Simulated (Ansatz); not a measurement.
**Decaying states in the gap of LiSnF3**

A new crystal, LiSnF3: structure, gap and complex bands. It is built by putting F for Cl in the LiSnCl3 structure of space group R3c, with the volume rescaled by atomic radii. The parent structure comes from the Materials Project.

Calculated with Ansatz 0.2.0; PBEsol DFT, plane waves, PAW files, in the first sound run; inputs show where later runs differ.

Most raw output is cut from this account.

The structure was built from a prototype and need not be the compound's stable phase.

## 1. The structure

It takes space group R3c (No. 161, trigonal). Conventional cell: a = 6.074 Å, b = 6.074 Å, c = 15.725 Å, α = 90.00°, β = 90.00°, γ = 120.00°. Nearest to Li lie 6 F at 2.14 to 2.35 Å. Sn has 3 F at 2.28 Å nearest. Nearest to F lie 2 Li at 2.14 to 2.35 Å and 1 Sn at 2.28 Å. It derives from LiSnCl3. F for Cl in the LiSnCl3 structure of space group R3c. Farther neighbours and most contacts between anions are not listed.

## 2. Relaxing the new crystal

The substituted atoms don't fit the parent's cell, so cell and atoms relax together. A small smearing keeps the run stable in case the gap closes on the way.

Input file input.yaml:

```yaml
crystal:
  lattice:
    - [3.0369662263, 1.7533932683, 5.241585203]
    - [-3.0369662263, 1.7533932683, 5.241585203]
    - [0.0, -3.5067865365, 5.241585203]
  atoms:
    - { symbol: Li, position: [0.30641721, 0.30641721, 0.30641721] }
    - { symbol: Li, position: [0.80641721, 0.80641721, 0.80641721] }
    - { symbol: Sn, position: [0.00094221, 0.00094221, 0.00094221] }
    - { symbol: Sn, position: [0.50094221, 0.50094221, 0.50094221] }
    - { symbol: F, position: [0.13771472, 0.99654884, 0.58687035] }
    - { symbol: F, position: [0.99654884, 0.58687035, 0.13771472] }
    - { symbol: F, position: [0.58687035, 0.13771472, 0.99654884] }
    - { symbol: F, position: [0.08687035, 0.49654884, 0.63771472] }
    - { symbol: F, position: [0.63771472, 0.08687035, 0.49654884] }
    - { symbol: F, position: [0.49654884, 0.63771472, 0.08687035] }
kpoints:
  mp_grid: { grid: [4, 4, 4] }
scf:
  occupations: { method: gaussian, width: 0.03 }
hamiltonian:
  xc: pbesol
output:
  forces: true
  stress: true
relax:
  f_tol: 0.02
  max_steps: 60
  cell: {}
```

Run with:

```bash
$ ansatz run input.yaml --threads 2 --pin off --max-ram 4096MiB --backend cpu --events-out ev --progress --plain --runs-dir out
```

It took 1.9 min on 2 threads of Arm Neoverse N1, shared host; peak memory 0.44 GiB; 3.8 min of CPU time.

Relaxation path:

| step | energy less that of the first step (eV) | largest force component (eV/Å) | pressure (GPa) | volume (Å³) |
| --- | --- | --- | --- | --- |
| 1 | 0.0000 | 0.7998 | -7.58 | 167.47 |
| 2 | -0.7876 | 0.2888 | -2.10 | 147.50 |
| 3 | -1.0173 | 0.2203 | 0.34 | 136.89 |
| 4 | -1.0993 | 0.0972 | 0.35 | 132.48 |
| 5 | -1.1211 | 0.0879 | -0.02 | 132.16 |
| 6 | -1.1313 | 0.1291 | -0.10 | 132.81 |
| 7 | -1.1399 | 0.0527 | 0.06 | 134.34 |
| 8 | -1.1379 | 0.0330 | 0.01 | 136.34 |
| 9 | -1.1391 | 0.0075 | -0.01 | 136.16 |
| 10* | -1.1036 | 0.0074 | -0.59 | 136.16 |
| 11 | -1.1254 | 0.0926 | 0.76 | 131.11 |
| 12 | -1.1230 | 0.0291 | -0.07 | 132.54 |
| 13 | -1.1215 | 0.0186 | 0.00 | 133.14 |
| 14 | -1.1223 | 0.0009 | 0.00 | 132.97 |
| 15* | -1.1116 | 0.0011 | -0.12 | 132.97 |
| 16 | -1.1140 | 0.0022 | -0.01 | 132.44 |
| 17* | -1.1118 | 0.0019 | -0.02 | 132.44 |

Relaxation steps marked * repeat the geometry before them on a plane-wave basis chosen anew for their cell, so energy and pressure can jump there.

The run keeps the 6 symmetry operations that it works with, so distortions that break them were not tested.

| cell as run | before | after | change |
| --- | --- | --- | --- |
| a (Å) | 6.306 | 5.781 | -8.3 % |
| b (Å) | 6.306 | 5.781 | -8.3 % |
| c (Å) | 6.306 | 5.781 | -8.3 % |
| α (°) | 57.57 | 58.66 | +1.9 % |
| β (°) | 57.57 | 58.66 | +1.9 % |
| γ (°) | 57.57 | 58.66 | +1.9 % |
| volume (Å³/atom) | 16.75 | 13.24 | -20.9 % |

The atoms that moved most (Å, as changes of fractional coordinates times the final cell):

| atom | dx | dy | dz | length |
| --- | --- | --- | --- | --- |
| F10 | 0.402 | -0.032 | -0.009 | 0.404 |
| F8 | -0.174 | 0.364 | -0.009 | 0.404 |
| F9 | -0.229 | -0.333 | -0.009 | 0.404 |
| F7 | 0.229 | -0.333 | -0.009 | 0.404 |
| F6 | 0.174 | 0.364 | -0.009 | 0.404 |
| F5 | -0.402 | -0.032 | -0.009 | 0.404 |
| Sn3 | 0.000 | 0.000 | 0.147 | 0.147 |
| Sn4 | 0.000 | 0.000 | 0.147 | 0.147 |

This step gave:

| Property | Result |
| --- | --- |
| free energy | -17116.5865 eV |
| Fermi energy | 6.273 eV |
| pressure | -0.01922 GPa |

The largest force component on a free atom ends at 0.0019 eV/Å.

## 3. Band edges

The energy window and the wavevectors of the next steps follow from the band edges, so these are searched first, off the mesh as well.

Input file input.yaml:

```yaml
crystal:
  lattice:
    - [2.831968477, 1.6350377625, 4.7672369876]
    - [-2.831968477, 1.6350377625, 4.7672369876]
    - [0.0, -3.270075525, 4.7672369876]
  atoms:
    - { symbol: Li, position: [0.2981084528, 0.2981084528, 0.2981084528] }
    - { symbol: Li, position: [0.7981084528, 0.7981084528, 0.7981084528] }
    - { symbol: Sn, position: [0.011222548, 0.011222548, 0.011222548] }
    - { symbol: Sn, position: [0.511222548, 0.511222548, 0.511222548] }
    - { symbol: F, position: [0.0627953361, 1.0637103474, 0.5926566458] }
    - { symbol: F, position: [1.0637103474, 0.5926566458, 0.0627953361] }
    - { symbol: F, position: [0.5926566458, 0.0627953361, 1.0637103474] }
    - { symbol: F, position: [0.0926566458, 0.5637103474, 0.5627953361] }
    - { symbol: F, position: [0.5627953361, 0.0926566458, 0.5637103474] }
    - { symbol: F, position: [0.5637103474, 0.5627953361, 0.0926566458] }
kpoints:
  mp_grid: { grid: [6, 6, 6] }
  band_path: { path: [VBM, CBM], npoints: 30 }
scf:
  occupations: { method: fixed }
hamiltonian:
  xc: pbesol
output:
  eigenvalues: true
  write_potential: true
  write_density: true
  volumetric_format: npy
  elf: true
```

Wall time 63 s (2 threads); peak memory 0.47 GiB; 2.1 min of CPU time.

This step gave:

| Quantity | Value |
| --- | --- |
| Fermi energy | 4.445 eV |
| gap on the k-mesh | 3.656 eV |
| gap on path | 3.656 eV, by band count; negative where bands overlap |
| direct gap on path | 3.656 eV |
| edge places on path | 0, 0 1/A along the path |

Levels at VBM (eV): -6.48, -6.23, -4.39, -4.28, -4.02, -3.97, -3.78, -3.59, -3.44, -3.40, -3.25, -3.09, -3.06, -2.96, -2.58, -2.47, -2.41, -2.30, -0.24, 0.00, 3.66, 4.79, 5.25, 6.58, 7.18, 7.80.

Valence density in the ac plane of the cell as run, not the conventional one, at fractional y = 0.063, with atoms of F within 0.2 Å of it. It is the smooth field of the valence electrons, not physical close to the nuclei.

Ten even steps from '_' (0 e/Å³) to '@' (11 e/Å³), each cell a mean:
```
##==..____________..::..____..==
::::..________________________..
________________________________
________________________________
==::__________..::..__________..
%%%%--________..**##::________..
==%%++..________==%%++..________
__::::____________----..________
________________________________
________________________________
________________________________
________________________________
______________..--==..______....
::______________==@@**..____::==
%%--____________..**##::____--%%
```
Columns run along a (5.8 Å), rows up along c (5.8 Å). Atoms in or near the plane, at fractional coordinates: F at (0.06, 0.59), F at (0.59, 0.06), F at (0.56, 0.56).

Electrostatic potential energy in the ac plane of the cell as run, not the conventional one, at fractional y = 0.063, with atoms of F within 0.2 Å of it. With pseudopotentials it is smooth inside the atoms' cores, unlike the true potential.

Values in eV, 15 rows by 16 columns, each cell a mean:
```
 11   7  -9  -2   7   9  10  11   9  -2 -16  -9   4  -2 -10   6
 -3  -3 -11  -5   5   9  10  10  10  10   9   9   8   5  -3 -11
 -8 -11  -9  -2   5   9  10  10  10  10   9   9   9   9   6   0
 -2   1   2   4   7   9  10   9   8   9   9   9   9   9   8   3
-29 -19   1   7   8  10   9  -4 -17  -9   6   8   9   9   7 -15
-36 -36 -21   5   9  10   9 -10 -33 -34 -17   7   9   9   9 -14
-25 -35 -31  -4   9  10  10   2 -25 -36 -33  -3   9  10  10   4
  3 -13 -17   0   9   9   9   9   0 -19 -24  -4   9  10  10  10
 11  10   8   9   9   8   8   9  10   8   4   8  10  10  10  11
 10  11  11  10  10   9   8   9   9  10  10   9   9   9   9  10
  9  10  10  10  10  10   9   9   9  10   9   8   7   6   7   8
  5   8  10  10  10  10  10   7   2   5   8   7   4   0  -2   1
 -6   3   8  10  10  11  10  -2 -25 -26  -8   5   0 -10 -12 -10
 -1  -8   2   8  10  11  11   1 -29 -37 -34  -7  -1 -12  -2   6
 11   0  -7   4   9  10  11   9  -9 -33 -36 -21   0  -9  -1  11
```
Columns run along a (5.8 Å; values clipped at the 3rd and 97th percentile), rows up along c (5.8 Å). Atoms in or near the plane, at fractional coordinates: F at (0.06, 0.59), F at (0.59, 0.06), F at (0.56, 0.56).

ELF in the ac plane of the cell as run, not the conventional one, at fractional y = 0.063, with atoms of F within 0.2 Å of it. It is the smooth field of the valence electrons, not physical close to the nuclei.

Values, 15 rows by 16 columns, each cell a mean:
```
0.02 0.10 0.36 0.51 0.50 0.11 0.02 0.13 0.49 0.76 0.81 0.78 0.51 0.19 0.22 0.10
0.18 0.20 0.35 0.43 0.37 0.11 0.03 0.03 0.08 0.30 0.55 0.56 0.32 0.12 0.14 0.22
0.20 0.23 0.29 0.31 0.22 0.08 0.12 0.19 0.13 0.05 0.09 0.13 0.08 0.06 0.14 0.20
0.56 0.36 0.20 0.16 0.10 0.09 0.36 0.59 0.59 0.40 0.14 0.03 0.03 0.13 0.43 0.62
0.75 0.73 0.55 0.23 0.06 0.11 0.53 0.78 0.80 0.77 0.58 0.19 0.04 0.19 0.62 0.79
0.65 0.59 0.75 0.57 0.15 0.07 0.48 0.79 0.74 0.69 0.79 0.56 0.14 0.10 0.52 0.80
0.76 0.64 0.76 0.76 0.39 0.05 0.25 0.69 0.76 0.63 0.75 0.76 0.37 0.06 0.23 0.68
0.67 0.77 0.80 0.77 0.51 0.08 0.06 0.38 0.71 0.79 0.80 0.78 0.52 0.12 0.05 0.30
0.24 0.49 0.62 0.60 0.37 0.07 0.02 0.07 0.29 0.56 0.69 0.64 0.40 0.12 0.03 0.04
0.03 0.09 0.20 0.22 0.11 0.03 0.03 0.05 0.05 0.10 0.21 0.23 0.13 0.07 0.07 0.06
0.26 0.09 0.03 0.02 0.02 0.04 0.18 0.34 0.32 0.17 0.06 0.05 0.10 0.18 0.30 0.38
0.64 0.53 0.22 0.04 0.01 0.09 0.43 0.70 0.75 0.64 0.34 0.12 0.18 0.33 0.44 0.54
0.51 0.65 0.65 0.27 0.03 0.09 0.48 0.77 0.80 0.77 0.73 0.36 0.19 0.32 0.37 0.40
0.24 0.46 0.63 0.61 0.15 0.04 0.33 0.71 0.75 0.56 0.68 0.67 0.26 0.25 0.20 0.12
0.02 0.22 0.48 0.63 0.42 0.04 0.10 0.49 0.77 0.71 0.66 0.77 0.42 0.21 0.16 0.02
```
Columns run along a (5.8 Å), rows up along c (5.8 Å). Atoms in or near the plane, at fractional coordinates: F at (0.06, 0.59), F at (0.59, 0.06), F at (0.56, 0.56).

The searched edges give 3.66 eV, as on the mesh.

## 4. Complex bands, plane (001)

This step: PBEsol DFT, plane waves, PAW files; complex bands by layer matching along the plane's normal (Ansatz 0.2.0).

The same crystal is laid in a cell whose first two vectors span the (001) plane (indices of the standard conventional cell, whose axes can be ordered otherwise than in the bulk input). At fixed energy and wavevector in the plane the solver finds all kz, real and complex. A few wavevectors are listed, (0, 0) and (0, -0.5) in units of the plane's reciprocal vectors; the slowest state needn't be among them.

Input file input.yaml:

```yaml
crystal:
  lattice:
    - [5.663936954, 0.0, 0.0]
    - [2.831968477, 4.905113288, 0.0]
    - [2.831968477, -1.635037763, 4.767236988]
  atoms:
    - { symbol: Li, position: [0.5962169056, 0.7018915472, 0.1056746416] }
    - { symbol: Li, position: [0.5962169056, 0.2018915472, 0.6056746416] }
    - { symbol: Sn, position: [0.022445096, 0.988777452, 0.966332356] }
    - { symbol: Sn, position: [0.022445096, 0.488777452, 0.466332356] }
    - { symbol: F, position: [0.1265056835, 0.9362896526, 0.2808376707] }
    - { symbol: F, position: [0.6563669932, 0.4073433542, 0.2808376707] }
    - { symbol: F, position: [0.6554519819, 0.9372046639, 0.2808376707] }
    - { symbol: F, position: [0.6563669932, 0.4362896526, 0.7808376707] }
    - { symbol: F, position: [0.6554519819, 0.9073433542, 0.7808376707] }
    - { symbol: F, position: [0.1265056835, 0.4372046639, 0.7808376707] }
kpoints:
  mp_grid: { grid: [6, 6, 6] }
scf:
  occupations: { method: fixed }
hamiltonian:
  xc: pbesol
output:
  eigenvalues: true
  transmission:
    leads: [[0, 0]]
    kpoints: [[0.0, 0.0], [0.0, -0.5]]
    e_range: [-1.0, 4.66]
    de: 0.14
```

It took 74 s on 2 threads; peak memory 0.83 GiB.

This step gave:

```
free energy                                               : -17116.5864 eV
level to which the leads are filled                       : 1.828 eV from the Fermi level
decay constant at the filling level, zone centre          : 0.4132 Å⁻¹
decay constant at the filling level, slowest listed point : 0.4062 Å⁻¹
```

K parallel (0, 0); values up to 1.5 1/Å, a degenerate pair printed once or twice; energies at which all values exceed this have no row. The Im kz of the slowest decaying states by energy, zero at the highest filled level on the SCF mesh:

| energy (eV) | decay 1 (Å⁻¹) | decay 2 (Å⁻¹) | decay 3 (Å⁻¹) | decay 4 (Å⁻¹) |
| --- | --- | --- | --- | --- |
| -1.00 | 0.160 | 0.597 | 0.708 | 0.827 |
| -0.72 | 0.637 | 0.752 | 0.850 | 0.979 |
| -0.58 | 0.654 | 0.773 | 0.860 | 1.01 |
| -0.30 | 0.172 | 0.685 | 0.812 | 0.878 |
| -0.16 | 0.224 | 0.699 | 0.831 | 0.887 |
| -0.02 | 0.261 | 0.712 | 0.849 | 0.894 |
| 0.12 | 0.290 | 0.724 | 0.868 | 0.901 |
| 0.40 | 0.332 | 0.746 | 0.904 | 0.914 |
| 0.54 | 0.348 | 0.756 | 0.920 | 0.922 |
| 0.82 | 0.373 | 0.774 | 0.930 | 0.960 |
| 0.96 | 0.382 | 0.782 | 0.934 | 0.980 |
| 1.24 | 0.397 | 0.797 | 0.942 | 1.02 |
| 1.52 | 0.407 | 0.810 | 0.948 | 1.07 |
| 1.66 | 0.411 | 0.816 | 0.951 | 1.09 |
| 1.94 | 0.415 | 0.827 | 0.955 | 1.11 |
| 2.08 | 0.416 | 0.832 | 0.957 | 1.09 |
| 2.36 | 0.415 | 0.842 | 0.959 | 1.05 |
| 2.64 | 0.410 | 0.850 | 0.960 | 1.01 |
| 2.78 | 0.407 | 0.854 | 0.960 | 0.991 |
| 3.06 | 0.398 | 0.862 | 0.951 | 0.960 |
| 3.20 | 0.393 | 0.866 | 0.931 | 0.959 |
| 3.48 | 0.379 | 0.874 | 0.889 | 0.957 |
| 3.76 | 0.361 | 0.845 | 0.882 | 0.954 |
| 3.90 | 0.351 | 0.822 | 0.886 | 0.952 |
| 4.18 | 0.326 | 0.771 | 0.895 | 0.948 |
| 4.32 | 0.312 | 0.744 | 0.900 | 0.945 |
| 4.60 | 0.278 | 0.683 | 0.911 | 0.939 |

K parallel (0, -0.5); values up to 1.5 1/Å, a degenerate pair printed once or twice; energies at which all values exceed this have no row. Im kz of the slowest decaying states against energy, zero at the highest filled level on the SCF mesh:

| energy (eV) | decay 1 (Å⁻¹) | decay 2 (Å⁻¹) | decay 3 (Å⁻¹) | decay 4 (Å⁻¹) |
| --- | --- | --- | --- | --- |
| -1.00 | 0.487 | 0.693 | 0.711 | 0.744 |
| -0.58 | 0.315 | 0.700 | 0.771 | 0.837 |
| -0.16 | 0.199 | 0.675 | 0.815 | 0.900 |
| -0.02 | 0.290 | 0.672 | 0.826 | 0.919 |
| 0.26 | 0.352 | 0.367 | 0.669 | 0.846 |
| 0.54 | 0.400 | 0.458 | 0.668 | 0.860 |
| 0.96 | 0.420 | 0.539 | 0.667 | 0.871 |
| 1.38 | 0.420 | 0.583 | 0.662 | 0.870 |
| 1.80 | 0.406 | 0.608 | 0.652 | 0.854 |
| 2.22 | 0.379 | 0.621 | 0.638 | 0.823 |
| 2.64 | 0.337 | 0.618 | 0.626 | 0.775 |
| 3.06 | 0.272 | 0.592 | 0.625 | 0.712 |
| 3.34 | 0.206 | 0.570 | 0.620 | 0.661 |
| 3.76 | 0.530 | 0.569 | 0.608 | 0.935 |
| 4.18 | 0.448 | 0.475 | 0.591 | 0.904 |
| 4.60 | 0.257 | 0.392 | 0.565 | 0.870 |

At the listed wavevectors the last open channel is at -0.02 eV and the next at +3.76 eV on the grid. At +1.80 eV, the grid energy nearest the filling level (the middle of the gap on the SCF mesh), the slowest state at the listed wavevectors decays with κ = 0.406 Å⁻¹, its amplitude falling by e over 2.5 Å. Through 1 nm of this crystal that state's transmission falls by exp(−2 × 0.406 Å⁻¹ × 10 Å) = 3.0e-4.

## 5. Decay over the two-dimensional zone

The listed points could miss the slowest state, so one energy near mid-gap is solved on a mesh of 10×10.

Changes to input.yaml since step 4:

```diff
@@ -24,6 +24,2 @@
   eigenvalues: true
-  transmission:
-    leads: [[0, 0]]
-    kpoints: [[0.0, 0.0], [0.0, -0.5]]
-    e_range: [-1.0, 4.66]
-    de: 0.14
+  transmission: { leads: [[0, 0]], kmesh: [10, 10], e_range: [1.83, 1.84], de: 0.05 }
```

Wall time 63 s (2 threads); peak memory 0.81 GiB; 2.1 min of CPU time.

This step gave:

```
least decay constant on the mesh : 0.4047 Å⁻¹
```

Slowest decay constant (1/Å; 0 where a channel is open) over k1 and k2. At 1.8300 eV from the Fermi level.

Ten even steps from '0' (0.405) to '9' (0.521):
```
1393114941
5995456654
5359633369
1146311364
0153101351
1463113641
5963336953
5456654599
1149411393
0155101551
```
Columns: k1 (b1) from -0.5 to 0.4; rows upwards: k2 (b2) from -0.5 to 0.4.

The least value on the mesh is 0.405 Å⁻¹ at +1.83 eV. At that energy the listed points give about 0.405 Å⁻¹ by interpolation, so the mesh holds no clearly slower state.

## 6. Complex bands, plane (101)

The same for the (101) plane, at (0, 0) and (-0.5, 0), to see how the decay depends on direction.

Input file input.yaml:

```yaml
crystal:
  lattice:
    - [5.780998394, 0.0, 0.0]
    - [2.774622966, 4.937777761, 0.0]
    - [2.774622966, 1.689334497, 4.639805834]
  atoms:
    - { symbol: Li, position: [0.8943253584, 0.7018915472, 0.7018915472] }
    - { symbol: Li, position: [0.3943253584, 0.2018915472, 0.2018915472] }
    - { symbol: Sn, position: [0.033667644, 0.988777452, 0.988777452] }
    - { symbol: Sn, position: [0.533667644, 0.488777452, 0.488777452] }
    - { symbol: F, position: [0.7191623293, 0.9362896526, 0.4073433542] }
    - { symbol: F, position: [0.7191623293, 0.4073433542, 0.9372046639] }
    - { symbol: F, position: [0.7191623293, 0.9372046639, 0.9362896526] }
    - { symbol: F, position: [0.2191623293, 0.4362896526, 0.4372046639] }
    - { symbol: F, position: [0.2191623293, 0.9073433542, 0.4362896526] }
    - { symbol: F, position: [0.2191623293, 0.4372046639, 0.9073433542] }
kpoints:
  mp_grid: { grid: [6, 6, 6] }
scf:
  occupations: { method: fixed }
hamiltonian:
  xc: pbesol
output:
  eigenvalues: true
  transmission:
    leads: [[0, 0]]
    kpoints: [[0.0, 0.0], [-0.5, 0.0]]
    e_range: [-1.0, 4.66]
    de: 0.11
```

It took 88 s on 2 threads; peak memory 0.83 GiB.

Numbers from this step:

- decay constant at the filling level, zone centre: 0.406 Å⁻¹
- decay constant at the filling level, slowest listed point: 0.3961 Å⁻¹

(Part 1 of 2 ends here.)

[Logs are printed without paths, hosts, clocks, repeated set-up lines and the standing remarks that a program may print on its own settings, such as how far it seeks lower states.]

[Hosts, paths, dates, database ids (printed as entryN), source tags and the programs' standing remarks are cut or masked in the printed files.]
